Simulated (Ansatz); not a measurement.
# Phonons of HfB (Fm-3m) against volume, part 2 of 2

Wanted: mode Grüneisen parameters of HfB (Fm-3m).

Ansatz 0.2.0; DFT PBEsol, scalar-relativistic, plane waves, PAW.

So far, highest frequency on the path or at a solved wavevector (cm⁻¹): step 2 (response at finite wavevector) 576; step 4 (phonons at the other volume, volume ratio 0.97) 598.

**6. Phonons at the other volume, volume ratio 1.03**

The phonons are repeated at this volume on the same k and q meshes.

File input.yaml:

```yaml
crystal:
  lattice:
    - [0.0, 2.4173374824, 2.4173374824]
    - [2.4173374824, 0.0, 2.4173374824]
    - [2.4173374824, 2.4173374824, 0.0]
  atoms:
    - { symbol: Hf, position: [0.5, 0.5, 0.5] }
    - { symbol: B, position: [0.0, 0.0, 0.0] }
kpoints:
  mp_grid: { grid: [16, 16, 16] }
hamiltonian:
  xc: pbesol
scf:
  occupations: { method: methfessel_paxton, width: 0.15 }
output:
  eigenvalues: true
phonons:
  method: dfpt
  qmesh: [4, 4, 4]
  temperatures: { t_max: 1000, t_step: 50 }
  qpath:
    path:
      - [[0.0, 0.0, 0.0], [0.5, 0.0, 0.5], [0.625, 0.25, 0.625]]
      - [[0.375, 0.375, 0.75], [0.0, 0.0, 0.0], [0.5, 0.5, 0.5], [0.5, 0.25, 0.75], [0.5, 0.0, 0.5]]
    npoints: 10
```

The run is started by

```sh
> ansatz run input.yaml --threads 4 --pin off --max-ram 7168MiB --backend cpu --events-out ev --progress --plain --runs-dir out
```

Numbers of over 12 decimals in the logs are rounded to 6 here.

What it wrote:

```text
[...]
Crystal: 2 atoms, lattice volume = 28.252 Å³
Basis set: ecut = 420 eV, 537 PW (Γ), exchange–correlation on 48×48×48 points (8 copies of the dense FFT grid, shifted against one another)
Bands: 19, of which v1, the nominal top of the filled ones, is band 15 counted from 1 (14 counted from 0)
Symmetry: 48 space group operations
k-points: 145 of 4096
[...]
k-point 144: bands = [... 11 lower, 11.3871, 15.4710, 15.4710, 15.6174, 21.6970, 21.6970, 23.4776, 23.5738]
[...]
ASR residual: 1.672e-5 → 0.000e0 eV/Å²; symmetrization residual: 5.591e-8 eV/Å²
  ASR residual per site (eV/Å²): 9.42e-6 1.67e-5
  Γ frequencies (cm⁻¹): 0.00 0.00 0.00 448.19 448.19 448.19
--- Phonons (arbitrary-q DFPT): 8 irreducible q on the 4×4×4 mesh ---
[...]
interpolated dispersion: 62 rows × 6 modes
[...]
[key lines of the parts left out:]
SCF converged after 9 iterations
Free energy (F): -15751.550635 eV
Fermi energy:    16.844054 eV
```

Elapsed: 23 min, on 4 threads of Arm Neoverse N1, shared host; peak memory 4 GiB; 78 min of CPU time.

This step gave:

- sum-rule residual before enforcement: 1.67e-5 eV/Å²
- highest frequency on the path or at a solved wavevector: 554.1 cm⁻¹
- mean frequency: 302 cm⁻¹
- Debye temperature (second moment): 651 K
- logarithmic mean frequency: 241.8 cm⁻¹
- highest optical mode at the zone centre (no LO-TO term): 448.2 cm⁻¹
- lowest optical zone-centre mode: 448.2 cm⁻¹
- lowest mode on the q mesh (acoustic modes at Γ apart): 73.61 cm⁻¹
- zero-point energy per atom: 56.16 meV
- heat capacity at 300 K: 20.27 J/(mol atoms K)
- vibrational entropy at 300 K: 23.86 J/(mol atoms K)
- edges of the widest gap between branches, on path and mesh: 154.1, 433.6 cm⁻¹

Frequencies (cm⁻¹) solved at each irreducible wavevector; negative means imaginary. Frequencies by wavevector, by row:

```
q in reciprocal lattice units  star  mode 1  mode 2  mode 3  mode 4  mode 5  mode 6
                        0 0 0     1       0       0       0   448.2   448.2   448.2
                     0 0 0.25     8    95.6    95.6   123.5   461.4   461.4   490.4
                     0 0 -0.5     4   137.4   140.9   140.9   443.6   443.6   483.9
                  0 0.25 0.25     6    73.6    73.6   141.3   473.2   479.7   479.7
                  0 0.25 -0.5    24   125.6   132.6   149.6   464.4   475.7     523
                 0 0.25 -0.25    12   108.8   137.1   140.7   433.7   475.4   497.1
                  0 -0.5 -0.5     3   118.6   118.6   154.1   469.5   469.5   554.1
              0.25 -0.5 -0.25     6   136.6   136.6   138.2     438   504.5   504.5
```

The highest optical mode at the zone centre (no LO-TO term) is 448.2 cm⁻¹, -21.4 cm⁻¹ against the base run.

**7. Grüneisen parameters**

The Grüneisen parameter of a mode is minus the logarithmic change of its frequency with volume, −d ln ω / d ln V; weighted by heat capacity it gives the expansion.

This step gave:

- bulk modulus: 180.2 GPa

Phonon branches along the path, in cm⁻¹:

```csv
point,branch 1,branch 2,branch 3,branch 4,branch 5,branch 6
Γ,0,0,0,470,470,470
halfway,74,74,149,490,501,501
X,121,121,159,489,489,576
halfway,124,130,158,486,494,571
U,133,142,151,474,499,555
jump to K,133,142,151,474,499,555
halfway,83,129,141,461,493,512
Γ,0,0,0,470,470,470
halfway,100,100,129,483,483,509
L,147,148,148,462,462,497
halfway,137,145,151,463,497,528
W,140,140,146,453,525,525
halfway,128,135,156,475,502,563
X,121,121,159,489,489,576
```

The same for volume x 0.97:

```csv
point,branch 1,branch 2,branch 3,branch 4,branch 5,branch 6
Γ,0,0,0,492,492,492
X,122,122,164,509,509,598
U,137,147,156,494,518,577
K,137,147,156,494,518,577
Γ,0,0,0,492,492,492
L,156,156,156,480,480,510
W,143,143,154,469,547,547
X,122,122,164,509,509,598
```

The same for volume x 1.03:

```
point  branch 1  branch 2  branch 3  branch 4  branch 5  branch 6
    Γ         0         0         0       448       448       448
    X       119       119       154       470       470       554
    U       129       137       147       455       481       533
    K       129       137       147       455       481       533
    Γ         0         0         0       448       448       448
    L       137       141       141       444       444       484
    W       137       137       138       438       504       504
    X       119       119       154       470       470       554
```

The first set of phonon branches as a text plot (rows in cm⁻¹):

```
    586 |            **                                        **
    561 |         ***  ****                                 ***
    536 |        *         **                         ******
    511 |      ***        *  *****         *****  **** **  ***
    486 |  *****  ********************   ****** **  ***       ***
    461 |****              **************      ***************
    436 |
    411 |
    387 |
    362 |
    337 |
    312 |
    287 |
    262 |
    237 |
    212 |
    187 |
    162 |       ***********                          ***    *****
    137 |    ***       ***********          *******************
    112 |   *    *******     *** ***       ***                 **
     87 |  *    *               * ***     **
     62 |    ***                 ****    **
     37 | ***                       **  **
     12 |**                          ****
         Γ           X  U|K            Γ         L        W     X
```

Mode Grueneisen parameter -dln(w)/dln(V), modes matched by rank; at Γ the acoustic branches take the value of a neighbouring point of the path. The mode Grüneisen parameters at the labelled points ():

```csv
point,branch 1,branch 2,branch 3,branch 4,branch 5,branch 6
Γ,0.52,0.52,1.58,1.55,1.55,1.55
halfway,0.31,0.31,1.74,1.18,1.44,1.44
X,0.54,0.54,1.09,1.35,1.35,1.28
halfway,0.67,0.79,1.07,1.37,1.33,1.30
U,1.00,1.19,0.99,1.38,1.25,1.32
jump to K,1.00,1.19,0.99,1.38,1.25,1.32
halfway,0.44,1.66,1.81,1.40,1.11,1.45
Γ,0.48,1.60,1.34,1.55,1.55,1.55
halfway,1.48,1.48,1.48,1.50,1.50,1.22
L,2.09,1.67,1.71,1.32,1.32,0.89
halfway,1.10,1.34,1.69,1.29,1.36,1.17
W,0.80,0.80,1.77,1.13,1.35,1.35
halfway,0.60,1.15,1.02,1.27,1.39,1.31
X,0.54,0.54,1.09,1.35,1.35,1.28
```

The mode Grüneisen parameters as a text plot (rows in , shown from 0.3 to 1.9 only):

```
   1.87 |                    **                   ***
   1.80 |    **                 *             * *  * *    *
   1.73 |   *  *            *                    **      *
   1.66 |  *                   ***  *           **    *
   1.59 |**     *            **   ******     ***       **
   1.52 |****                     ************     **      **
   1.46 |  * ***            *   **  *    *****       *
   1.39 |   *   *****  **********   *   * **  **    * ***  *****
   1.32 |            ***********  ** ***   *    *******  ********
   1.25 |    **   ****   ***     *       ** *        * **    *
   1.18 |      *****      **            *             * *   *
   1.11 |           ***  *  *   *            *       ** ****   **
   1.04 |              ***   ***              *     *         *
   0.97 |               * **                   *   *   *    ***
   0.90 |                *                      ***     **
   0.84 |                   *                            *
   0.77 |              **                                 **
   0.70 |              *     **                                *
   0.63 |             *                                     **
   0.56 |        ******        *                              ***
   0.49 |**                          ***
   0.42 |       *               * ***
   0.35 |                        *
   0.29 |  *   *
         Γ           X  U|K            Γ         L        W     X
```

(dS/dlnV)/C_V. The thermodynamic Grueneisen parameter by temperature:

```
temperature (K)  thermodynamic Grueneisen parameter
             50                                1.16
            100                                1.23
            150                                1.25
            200                                1.26
            250                                1.26
            300                                1.27
            350                                1.27
            400                                1.27
            450                                1.27
            500                                1.27
            550                                1.27
            600                                1.27
            650                                1.27
            700                                1.27
            750                                1.28
            800                                1.28
            850                                1.28
            900                                1.28
            950                                1.28
           1000                                1.28
```

Gamma C_V/(B V) at the static volume. The volume expansion by temperature:

```
temperature (K)  volume expansion (1e-6/K)
             50                       3.49
            100                       8.12
            150                       11.2
            200                       13.8
            250                       15.7
            300                       17.0
            350                       18.0
            400                       18.7
            450                       19.2
            500                       19.6
            550                       19.9
            600                       20.1
            650                       20.3
            700                       20.4
            750                       20.6
            800                       20.6
            850                       20.7
            900                       20.8
            950                       20.9
           1000                       20.9
```

**8. Outcome**

```yaml
bulk_modulus: 180 GPa
thermodynamic_grueneisen_parameter_at_300_k: 1.269
volume_expansion_at_300_k_estimated: 17.04 × 10⁻⁶ K⁻¹
```

What this shows: By this estimate the volume grows by 17.0 × 10⁻⁶ per kelvin at 300 K. The highest optical mode at Γ goes from 492 to 448 cm⁻¹ as the cell grows, a Grüneisen parameter of 1.55. Mode parameters on the path run from 0.16 to 2.1, with a median of 1.3. Branches are matched by rank, so values near crossings are rough. The expansion is the Grüneisen estimate at the static volume, with the static bulk modulus. With no gap, or one that is small against the smearing, the frequencies hang on the k mesh and the smearing, most of all near Kohn anomalies. The phonon runs are without spin polarisation, although the cell has an odd electron count. Spin-orbit coupling is left out, which can matter for the heavy elements here.

[Logs are printed without paths, hosts, clocks, repeated set-up lines and the standing remarks that a program may print on its own settings, such as how far it seeks lower states.]

[Hosts, paths, dates, database ids (printed as entryN), source tags and the programs' standing remarks are cut or masked in the printed files.]
